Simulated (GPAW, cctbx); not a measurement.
# By hand: from a DFT structure factor to an extinction distance in AgRuS2

AgRuS2, P6_3/mmc (no. 194), a = 3.5383 Å, b = 3.5383 Å, c = 14.4486 Å, α = 90.00°, β = 90.00°, γ = 120.00°.

| atom | mult. | x | y | z |
| --- | --- | --- | --- | --- |
| Ag1 | 2 | 1/3 | 2/3 | 1/4 |
| Ru1 | 2 | 0 | 0 | 0 |
| S1 | 4 | 1/3 | 2/3 | 0.0843 |

The cell comes from substitution in a known structure type and wasn't matched to any measured phase.

A DFT run (GPAW, PBE, 450 eV, 6×6×2 k-points (along the axes of the calculation cell), Fermi–Dirac width 0.05 eV) gives the static X-ray structure factor of 002 as 23.481 e for the conventional cell; superposed free atoms give 23.167 e. **Problem.** Find the Fourier component V of the crystal potential and the two-beam extinction distance at 200 kV in both cases.

**1. Geometry**

The cell volume is Ω = 156.65 Å³ and d(002) = 7.2243 Å, so g = 1/d = 0.1384 Å⁻¹.

**2. The nuclei**

Electrons feel nuclei as well as electrons, so the nuclear charges are summed with the same phases.

Phase sums Σ exp(2πi h·x), turned so that the total is real and positive: Ag -2.000, Ru +2.000, S +1.956. Then F_Z = 47 × (-2.000) + 44 × (+2.000) + 16 × (+1.956) = 25.29 e. The electron term has the same sign for this reflection.

**3. Mott–Bethe**

Poisson's equation, term by term, gives V = (e/4πε₀)(F_Z − F)/(πΩg²), with e/4πε₀ = 14.3996 V Å.

The prefactor is 14.3996 × 7.2243²/(π × 156.65) = 1.52705 V per electron. Free atoms: (25.29 − 23.167) × 1.52705 = 3.244 V. Crystal: (25.29 − 23.481) × 1.52705 = 2.765 V. F changes by +1.36 % and V by -14.8 %: the same 0.31 e is measured against F_Z − F = 2.1 e in place of F = 23.2 e.

**4. Extinction distance**

In the two-beam case ξ = 1/(λU) with U = 2γm₀eV/h², that is ξ = 150.41 V Å²/(γλV).

At 200 kV, λ = 0.02508 Å and γ = 1.3914. Free atoms: ξ = 1329 Å. Crystal: ξ = 1559 Å. The thickness fringes go as sin²(πt/ξ), so the two patterns slip by a quarter of a period when t|1/ξ₁ − 1/ξ₀| = 1/4, at t ≈ 225 nm. Thermal motion, absorption and many-beam coupling, left out here, change a real pattern.

**5. Answer**

V(002) is 2.76 V against 3.24 V, and ξ is 1559 against 1329 Å. Limits: static atoms, two beams.
